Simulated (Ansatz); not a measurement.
# What AgB (built on the sites of a database entry of InAg) distorts into, part 2 of 2

Aim: this structure of AgB (built on the sites of a database entry of InAg) is to be tested for unstable modes, and one is followed downhill.

Ansatz 0.2.0; DFT PBEsol, scalar-relativistic, plane waves, PAW.

So far, highest frequency on the path or at a solved wavevector (cm⁻¹): step 2 (response at finite wavevector) 305. Also lowest frequency on the path (cm⁻¹): step 2 -142.

The structure was built from a prototype and need not be the compound's stable phase.

## Step 5: Energy along the mode, all amplitudes (two of the runs are shown above)

An imaginary frequency means negative curvature, so the energy should fall and then rise again as anharmonic terms take over.

This step gave:

| Property | Result |
| --- | --- |
| depth at the lowest point sampled | 76.76 meV/atom |
| largest atomic shift at that point | 0.6 Å |

The energy from the parent by largest atomic shift:

```
largest atomic shift (Å)  energy from the parent (meV/atom)
                   0.000                                  0
                   0.040                             -0.474
                   0.080                              -1.64
                   0.140                              -4.55
                   0.220                              -11.1
                   0.320                              -28.5
                   0.450                              -69.8
                   0.600                              -76.8
```

Displacement at unit largest shift by atom:

| atom | x (Å) | y (Å) | z (Å) | size |
| --- | --- | --- | --- | --- |
| B1 | -1.00 | 0.00 | 0.00 | 1.00 |
| B2 | 1.00 | 0.00 | 0.00 | 1.00 |
| Ag3 | 0.00 | 0.00 | 0.00 | 0.00 |
| Ag4 | 0.00 | 0.00 | 0.00 | 0.00 |

The lowest of the steps tried is the last one, at 0.6 Å, 76.8 meV/atom below the parent; the bottom of the well need not coincide with a step.

## Step 6: Relaxation from the frozen mode

Starting from the lowest point found, all atoms and the cell are let go, so that strain and other modes of the same symmetry can join in.

Contents of input.yaml:

```yaml
crystal:
  lattice:
    - [2.8609203463, 2.8609203463, 0.0]
    - [2.8609203463, 0.0, 2.8609203463]
    - [2.8609203463, 0.0, -2.8609203463]
  atoms:
    - { symbol: B, position: [0.5, 0.1451386394, 0.6451386394] }
    - { symbol: B, position: [0.5, 0.8548613606, 0.3548613606] }
    - { symbol: Ag, position: [0.0, 0.0, 1.0] }
    - { symbol: Ag, position: [0.0, 0.5, 0.5] }
kpoints:
  mp_grid: { grid: [14, 14, 14] }
hamiltonian:
  xc: pbesol
scf:
  occupations: { method: methfessel_paxton, width: 0.2 }
output:
  forces: true
  stress: true
  eigenvalues: true
relax:
  adjacent_minimum: "off"
  f_tol: 0.002
  max_steps: 120
  cell: { stress_tol: 0.03 }
```

The run is started by

```console
ansatz run input.yaml --threads 4 --pin off --max-ram 7168MiB --backend cpu --events-out ev --progress --plain --runs-dir out
```

Numbers of over 12 decimals in the logs are rounded to 6 here.

The program printed:

```text
[...]
Crystal: 4 atoms, lattice volume = 46.832 Å³
Basis set: ecut = 420 eV, 941 PW (Γ), exchange–correlation on 60×60×60 points (8 copies of the dense FFT grid, shifted against one another)
Bands: 27, of which v1, the nominal top of the filled ones, is band 22 counted from 1 (21 counted from 0)
Symmetry: 16 space group operations
[...]
k-points: 244 of 2744
[...]
SCF iter   1: F=—  HF=-15344.893896 eV  |F-HF|=—  |Δ(HF+E_count)|=         —  Δρ=1.10e-2  dr2=4.19e-2  ethr=1.77e-3  ⟨swp⟩=4.4  Hψ=23015  notcnv=0
[...]
SCF iter   7: F=-15344.881086 eV  HF=-15344.881086 eV  |F-HF|=4.42e-10  |Δ(HF+E_count)|=   2.65e-8  S|Δr|=    0.00e0  Δρ=3.08e-6  dr2=3.98e-9  ethr=2.27e-10  ⟨swp⟩=4.4  Hψ=22066  notcnv=0
[...]
SCF 1 converged in 7 iterations: F = -15344.881086 eV  dr2 = 3.98e-9
[...]
relax step   1: F+E_penalty+E_count = -15344.88108552 eV  Δ(F+E_penalty+E_count) = +0.000e0 eV  max|allowed force component| = 1.086e0 eV/Å  Δτ_max = 0.0000 Å  P = +17.677 GPa  Ω = 46.832 Å³  (7 SCF iters, dr2 threshold 1.00e-7 eV, accepted)
Crystal: 4 atoms, lattice volume = 49.049 Å³
Basis set: ecut = 420 eV, 961 PW (Γ), exchange–correlation on 60×60×60 points (8 copies of the dense FFT grid, shifted against one another)
[...]
SCF iter   6: F=-15345.336995 eV  HF=-15345.336995 eV  |F-HF|=1.05e-7  |Δ(HF+E_count)|=   1.18e-6  S|Δr|=    0.00e0  Δρ=2.20e-5  dr2=3.05e-7  ethr=9.09e-10  ⟨swp⟩=3.7  Hψ=28266  notcnv=0
SCF 2 converged in 6 iterations: F = -15345.336995 eV  dr2 = 3.05e-7
relax step   2: F+E_penalty+E_count = -15345.33699530 eV  Δ(F+E_penalty+E_count) = -4.559e-1 eV  max|allowed force component| = 3.865e-1 eV/Å  Δτ_max = 0.0365 Å  P = +4.862 GPa  Ω = 49.049 Å³  energy of the carried Pulay correction = -1.765e-3 eV  (6 SCF iters, dr2 threshold 4.00e-7 eV, accepted)
Crystal: 4 atoms, lattice volume = 50.212 Å³
Basis set: ecut = 420 eV, 977 PW (Γ), exchange–correlation on 60×60×60 points (8 copies of the dense FFT grid, shifted against one another)
[...]
SCF iter   6: F=-15345.368600 eV  HF=-15345.368600 eV  |F-HF|=9.79e-9  |Δ(HF+E_count)|=   1.46e-7  S|Δr|=    0.00e0  Δρ=6.13e-6  dr2=2.49e-8  ethr=9.09e-10  ⟨swp⟩=5.0  Hψ=25995  notcnv=0
SCF 3 converged in 6 iterations: F = -15345.368600 eV  dr2 = 2.49e-8
relax step   3: F+E_penalty+E_count = -15345.36860012 eV  Δ(F+E_penalty+E_count) = -3.160e-2 eV  max|allowed force component| = 1.771e-1 eV/Å  Δτ_max = 0.0047 Å  P = +1.208 GPa  Ω = 50.212 Å³  energy of the carried Pulay correction = -2.659e-3 eV  (6 SCF iters, dr2 threshold 4.00e-7 eV, accepted)
[...]
relax step   4: F+E_penalty+E_count = -15345.37095991 eV  Δ(F+E_penalty+E_count) = -2.360e-3 eV  max|allowed force component| = 6.574e-2 eV/Å  Δτ_max = 0.0125 Å  P = +0.148 GPa  Ω = 50.366 Å³  energy of the carried Pulay correction = -2.776e-3 eV  (5 SCF iters, dr2 threshold 4.00e-7 eV, accepted)
[...]
relax step   5: F+E_penalty+E_count = -15345.37129908 eV  Δ(F+E_penalty+E_count) = -3.392e-4 eV  max|allowed force component| = 6.235e-3 eV/Å  Δτ_max = 0.0052 Å  P = -0.037 GPa  Ω = 50.530 Å³  energy of the carried Pulay correction = -2.900e-3 eV  (4 SCF iters, dr2 threshold 2.70e-7 eV, accepted)
[...]
relax step   6: F+E_penalty+E_count = -15345.37131222 eV  Δ(F+E_penalty+E_count) = -1.315e-5 eV  max|allowed force component| = 8.301e-5 eV/Å  Δτ_max = 0.0000 Å  P = +0.000 GPa  Ω = 50.519 Å³  energy of the carried Pulay correction = -2.892e-3 eV  (4 SCF iters, dr2 threshold 2.46e-8 eV, accepted)
[...]
relax step   7: F+E_penalty+E_count = -15345.37576955 eV  Δ(F+E_penalty+E_count) = -4.457e-3 eV  max|allowed force component| = 2.051e-3 eV/Å  Δτ_max = 0.0000 Å  P = +0.064 GPa  Ω = 50.519 Å³  stress off target by 1.13e-1 GPa  SCF on the basis re-selected at this cell (its energy is not comparable with the rows above)  (6 SCF iters)
[...]
relax step   8: F+E_penalty+E_count = -15345.37576816 eV  Δ(F+E_penalty+E_count) = +1.393e-6 eV  max|allowed force component| = 9.681e-5 eV/Å  Δτ_max = 0.0001 Å  P = +0.001 GPa  Ω = 50.549 Å³  energy of the carried Pulay correction = -1.772e-5 eV  (4 SCF iters, dr2 threshold 3.20e-8 eV, accepted)
[...]
SCF iter   4: F=-15345.375784 eV  HF=-15345.375784 eV  |F-HF|=0.00e0  |Δ(HF+E_count)|=  4.18e-11  S|Δr|=    0.00e0  Δρ=1.07e-7  dr2=4.46e-12  ethr=1.00e-12  ⟨swp⟩=4.0  Hψ=29586  notcnv=0
SCF 9 converged in 4 iterations: F = -15345.375784 eV  dr2 = 4.46e-12
relax step   9: F+E_penalty+E_count = -15345.37578370 eV  Δ(F+E_penalty+E_count) = -1.555e-5 eV  max|allowed force component| = 1.146e-4 eV/Å  Δτ_max = 0.0000 Å  P = +0.002 GPa  Ω = 50.549 Å³  stress off target by 2.24e-3 GPa  SCF on the basis re-selected at this cell (its energy is not comparable with the rows above)  (4 SCF iters)
[...]
SCF converged after 4 iterations
[...]
Free energy (F): -15345.375784 eV
[...]
Internal energy: -15345.379096 eV  (E = F + TS)
E sigma→0 (E₀):  -15345.376612 eV
Entropy (-TS):   0.003312 eV (0.828 meV/atom)
Fermi energy:    14.713527 eV
[...]
--- Forces (eV/Å), atoms counted from 1 ---
  atom   1  B      0.00011459     0.00000000     0.00000000
  atom   2  B     -0.00011459     0.00000000     0.00000000
  atom   3  Ag     0.00000000     0.00000000    -0.00000000
  atom   4  Ag     0.00000000    -0.00000000     0.00000000
  max |Σ_I F_I| component: 2.71e-20 eV/Å
--- Stress (GPa, compression-positive) ---
        0.000207       0.000000       0.000000
        0.000000       0.002242       0.000000
        0.000000       0.000000       0.002242
  P = ⅓ Tr σ = 0.0016 GPa (0.016 kbar)
--- Band table (eV; the first three rows and the last of 244) ---
  k-point 0: bands = [... 18 lower, 11.3357, 13.0518, 13.4729, 13.4729, 14.7975, 18.9802, 18.9802, 19.3977, ... 1 higher]
  k-point 1: bands = [... 18 lower, 11.2596, 13.1045, 13.3164, 13.5092, 14.9653, 18.2241, 18.9145, 19.9925, ... 1 higher]
  k-point 2: bands = [... 18 lower, 11.0556, 12.8079, 13.4474, 13.6028, 15.2329, 17.3340, 18.7470, 20.5165, ... 1 higher]
  k-point 243: bands = [... 18 lower, 10.7042, 10.7042, 10.7234, 12.6582, 14.9044, 16.8113, 20.3479, 20.8769, ... 1 higher]
--- Relaxed structure (7 steps of the walk, 7 accepted, 2 SCFs on fresh bases) ---
  F+E_penalty+E_count = -15345.37578370 eV   max|allowed force component| = 1.146e-4 eV/Å   (the final SCF, on the basis selected at the relaxed cell)
  cell:  # Å, volume = 50.5490 Å³
    - [2.716256, 3.050394, 0]
    - [2.716256, 0, 3.050394]
    - [2.716256, 0, -3.050394]
  atoms:
    - { symbol: B, position: [0.5, 0.153609, 0.653609] }
    - { symbol: B, position: [0.5, 0.846391, 0.346391] }
    - { symbol: Ag, position: [0, 0.0, 1.0] }
    - { symbol: Ag, position: [0, 0.5, 0.5] }
```

It took 60 s on 4 threads of Arm Neoverse N1, shared host; peak memory 0.56 GiB; 3.9 min of CPU time.

The steps of the relaxation:

| step | energy less that of the first step (eV) | largest force component (eV/Å) | pressure (GPa) | volume (Å³) |
| --- | --- | --- | --- | --- |
| 1 | 0.0000 | 1.0859 | 17.68 | 46.83 |
| 2 | -0.4559 | 0.3865 | 4.86 | 49.05 |
| 3 | -0.4875 | 0.1771 | 1.21 | 50.21 |
| 4 | -0.4899 | 0.0657 | 0.15 | 50.37 |
| 5 | -0.4902 | 0.0062 | -0.04 | 50.53 |
| 6 | -0.4902 | 0.0001 | 0.00 | 50.52 |
| 7* | -0.4947 | 0.0021 | 0.06 | 50.52 |
| 8 | -0.4947 | 0.0001 | 0.00 | 50.55 |
| 9* | -0.4947 | 0.0001 | 0.00 | 50.55 |

Relaxation steps marked * repeat the geometry before them on a plane-wave basis chosen anew for their cell, so energy and pressure can jump there.

The run keeps the 16 symmetry operations that it works with, so distortions that break them were not tested.

```
conventional cell, symmetrised  before  after  change
                         a (Å)   4.046  4.314  +6.6 %
                         b (Å)   4.046  4.314  +6.6 %
                         c (Å)   5.722  5.433  -5.1 %
              volume (Å³/atom)   11.71  12.64  +7.9 %
```

The atoms that moved most (Å, as changes of fractional coordinates times the final cell):

```csv
atom,dx,dy,dz,length
B1,0.046,0.000,0.000,0.046
B2,-0.046,0.000,0.000,0.046
```

Numbers from this step:

```
pressure        : 0.001564 GPa
volume per atom : 12.64 Å³
```

The distorted start has space group I4/mmm; the relaxation ends in I4/mmm.

## Step 7: The new phase in its own primitive cell

The relaxed structure is symmetrised, reduced to its primitive cell and relaxed tightly, as its phonons need.

input.yaml, the sections that differ from step 6:

```yaml
crystal:
  lattice:
    - [-2.1569545679, 2.1569545679, 2.7162557487]
    - [2.1569545679, -2.1569545679, 2.7162557487]
    - [2.1569545679, 2.1569545679, -2.7162557487]
  atoms:
    - { symbol: B, position: [0.8463912198, 0.8463912198, 0.0] }
    - { symbol: B, position: [0.1536087802, 0.1536087802, 0.0] }
    - { symbol: Ag, position: [0.5, 0.0, 0.5] }
    - { symbol: Ag, position: [0.0, 0.5, 0.5] }
relax:
  adjacent_minimum: "off"
  f_tol: 0.001
  max_steps: 60
  cell: { stress_tol: 0.01 }
# kpoints, hamiltonian, scf, output: as in step 6
```

The program printed:

```text
[...]
Crystal: 4 atoms, lattice volume = 50.549 Å³
Basis set: ecut = 420 eV, 969 PW (Γ), exchange–correlation on 60×60×60 points (8 copies of the dense FFT grid, shifted against one another)
Bands: 27, of which v1, the nominal top of the filled ones, is band 22 counted from 1 (21 counted from 0)
Symmetry: 16 space group operations
[...]
k-points: 244 of 2744
[...]
cell:  # Å, volume = 50.5490 Å³
    - [-2.1569545679, 2.1569545679, 2.7162557487]
    - [2.1569545679, -2.1569545679, 2.7162557487]
    - [2.1569545679, 2.1569545679, -2.7162557487]
  atoms:
    - { symbol: B, position: [0.846391, 0.846391, 0.0] }
    - { symbol: B, position: [0.1536087802, 0.1536087802, 0.0] }
    - { symbol: Ag, position: [0.5, 0.0, 0.5] }
    - { symbol: Ag, position: [0.0, 0.5, 0.5] }
[key lines of the parts left out:]
SCF converged after 5 iterations
Free energy (F): -15345.375784 eV
Fermi energy:    14.713527 eV
P = ⅓ Tr σ = 0.0016 GPa (0.016 kbar)
```

The job ended after 15 s (4 threads; peak memory 0.55 GiB).

Little changed from the start: no atom moved by 0.005 Å and no cell edge by 0.1 %.

Numbers from this step:

```yaml
pressure: 0.001553 GPa
```

The largest force component left is 0.11 meV/Å and the pressure is 0.002 GPa, within the tolerances set. The cell now holds 12.64 Å³/atom.

## Step 8: Modes of the new phase, k-mesh 14×14×14

A relaxed structure may still be a saddle point, so its zone-centre modes are computed. No field response is asked, since the mesh shows no gap.

input.yaml, as its differences from that of step 7:

```diff
@@ -17,9 +17,4 @@
 output:
-  forces: true
-  stress: true
   eigenvalues: true
-relax:
-  adjacent_minimum: "off"
-  f_tol: 0.001
-  max_steps: 60
-  cell: { stress_tol: 0.01 }
+phonons:
+  method: dfpt
```

The program printed:

```text
zone centre: on kpoints.mp_grid the ground state, and the responses unless they are solved on pairs of k-points, stand on 428 of the mesh's 2744 k-points, reduced under 4 symmetry operations, with k and −k counted as one. Each operation leaves every solved displacement unchanged or reverses it
[...]
Crystal: 4 atoms, lattice volume = 50.549 Å³
Basis set: ecut = 420 eV, 969 PW (Γ), exchange–correlation on 60×60×60 points (8 copies of the dense FFT grid, shifted against one another)
Bands: 27, of which v1, the nominal top of the filled ones, is band 22 counted from 1 (21 counted from 0)
Symmetry: 16 space group operations
k-points: 428 of 2744 (irreducible under 4 space group operations, time reversal used)
[...]
SCF iter   1: F=—  HF=-15345.395223 eV  |F-HF|=—  |Δ(HF+E_count)|=         —  Δρ=1.21e-2  dr2=6.04e-2  ethr=1.77e-3  ⟨swp⟩=4.2  Hψ=39496  notcnv=0
[...]
SCF iter   9: F=-15345.375784 eV  HF=-15345.375784 eV  |F-HF|=0.00e0  |Δ(HF+E_count)|=  3.64e-12  S|Δr|=    0.00e0  Δρ=9.46e-8  dr2=3.05e-12  ethr=1.00e-12  ⟨swp⟩=4.2  Hψ=51306  notcnv=0
SCF 1 converged in 9 iterations: F = -15345.375784 eV  dr2 = 3.05e-12
[...]
DFPT response loops at Γ: preconditioner auto → Kerker (q_TF=auto, 2.666 Å⁻¹) (partly filled bands, converged f_vac=0.000); β = 1.00, the filter's whole step (`scf.mixing.beta` (0.50) is not read by the response loops under this deck's `scf.mixing.preconditioner`; to damp them name `kerker` or `kerker_dos`, under which they read `scf.mixing.beta`, and type it under 1.00, their step now; both keys bind the ground state too); Broyden in place of MSR1
SCF converged after 9 iterations
[...]
Free energy (F): -15345.375784 eV
[...]
Internal energy: -15345.379096 eV  (E = F + TS)
E sigma→0 (E₀):  -15345.376612 eV
Entropy (-TS):   0.003312 eV (0.828 meV/atom)
Fermi energy:    14.713527 eV
[...]
--- Band table (eV; the first three rows and the last of 428) ---
  k-point 0: bands = [... 18 lower, 11.3357, 13.0518, 13.4729, 13.4729, 14.7975, 18.9802, 18.9802, 19.3977, ... 1 higher]
  k-point 1: bands = [... 18 lower, 11.2850, 13.0319, 13.1473, 13.7096, 15.0672, 17.9389, 18.9869, 20.4805, ... 1 higher]
  k-point 2: bands = [... 18 lower, 11.2234, 12.2489, 13.4062, 14.2467, 15.2526, 16.7746, 19.0137, 20.2006, ... 1 higher]
  k-point 427: bands = [... 18 lower, 10.7042, 10.7042, 10.7234, 12.6582, 14.9044, 16.8113, 20.3479, 20.8769, ... 1 higher]
--- Phonons (Γ-DFPT): 5 representative perturbations + reference, on 428 of 2744 k-points (Σ response iterations 17) ---
  k mesh reduced under 4 symmetry operations, with k and −k counted as one. Each operation leaves every solved displacement unchanged or reverses it
  ASR residual: 6.196e-5 → 0.000e0 eV/Å²; symmetrization residual: 6.839e-7 eV/Å²
  ASR residual per site (eV/Å²): 4.81e-5 4.81e-5 6.20e-5 6.20e-5
  Γ frequencies (cm⁻¹): -247.03 -110.18 -110.18 0.00 0.00 0.00 181.43 312.89 312.89 382.75 382.75 798.37
  non-analytic LO–TO correction: not included (Born effective charges unavailable; polar crystals: no LO–TO splitting at Γ)
```

The job ended after 2.8 min (4 threads; peak memory 1.7 GiB).

Numbers from this step:

| Quantity | Value |
| --- | --- |
| sum-rule residual before enforcement | 6.20e-5 eV/Å² |
| point group | 4/mmm |
| highest optical mode at the zone centre (no LO-TO term) | 798.4 cm⁻¹ |
| lowest optical zone-centre mode | -247.0 cm⁻¹ |

Patterns of degenerate modes are one choice out of their space. The modes at Γ (shares of kinetic energy by element, %) (negative means imaginary):

```csv
mode,frequency (cm⁻¹),symmetry,B %,Ag %
1,-247.0,A2u,91,9
2,-110.2,Eu,14,86
3,-110.2,Eu,14,86
4,0.0,acoustic,9,91
5,0.0,acoustic,9,91
6,0.0,acoustic,9,91
7,181.4,B2u,0,100
8,312.9,Eg,100,0
9,312.9,Eg,100,0
10,382.8,Eu,77,23
11,382.8,Eu,77,23
12,798.4,A1g,100,0
```

Displacements in mode 1 (-247.0 cm⁻¹), the largest set to 1:
```
B1   0.00  0.00  1.00
B2   0.00  0.00  1.00
Ag3  0.00  0.00 -0.10
Ag4  0.00  0.00 -0.10
```

Displacements in mode 8 (312.9 cm⁻¹), the largest set to 1:
```
B1   0.00 -1.00  0.00
B2   0.00  1.00  0.00
Ag3  0.00  0.00  0.00
Ag4  0.00  0.00  0.00
```

Before it was imposed, the acoustic sum rule was missed by 6.2e-5 eV/Å². Small misses are needed for a sound result but don't prove that mesh and cutoff are converged. The lowest optical mode is imaginary, 247.0i cm⁻¹, so the energy falls along it.

## Step 9: Outcome

```
unstable mode of the parent                                                      : q = (-0.5, -0.5, -0.5), 142i cm⁻¹
depth at the lowest point sampled                                                : 76.8 meV/atom
largest atomic shift at that point                                               : 0.6 Å
space group reached (within 0.01 Å)                                              : I4/mmm
energy gained over the parent (first relaxation, on the mesh of the frozen mode) : 200 meV/atom
volume per atom, phase reached                                                   : 12.6 Å³
lowest optical zone-centre mode, phase reached                                   : -247 cm⁻¹
highest optical mode at the zone centre (no LO-TO term), phase reached           : 798 cm⁻¹
```

**Reading.** Along this mode the structure falls into I4/mmm, 200 meV/atom below the parent. At the parent's cell the well is 76.76 meV/atom deep on the steps tried, with its lowest point at a shift of 0.6 Å. That is the last step tried, so the steps alone don't bracket the bottom of the well. Relaxing atoms and cell changes the gain by +123.72 meV/atom against the lowest step (energies at zero smearing). Most of the total comes from this relaxation. The new phase still has an imaginary mode at the zone centre of its cell, so it is a saddle point on the way to a lower structure. Of the 5 patterns followed to their end from this parent, this one ends 715 meV/atom above the lowest, Imma. Each path keeps the symmetry of its pattern, so a lower phase may lie along a pattern not tried. With no gap, or one that is small against the smearing, the frequencies hang on the k mesh and the smearing, most of all near Kohn anomalies. The starting cell was built on a prototype and not taken from a measurement, so the phase need not exist.

[Logs are printed without paths, hosts, clocks, repeated set-up lines and the standing remarks that a program may print on its own settings, such as how far it seeks lower states.]

[Hosts, paths, dates, database ids (printed as entryN), source tags and the programs' standing remarks are cut or masked in the printed files.]
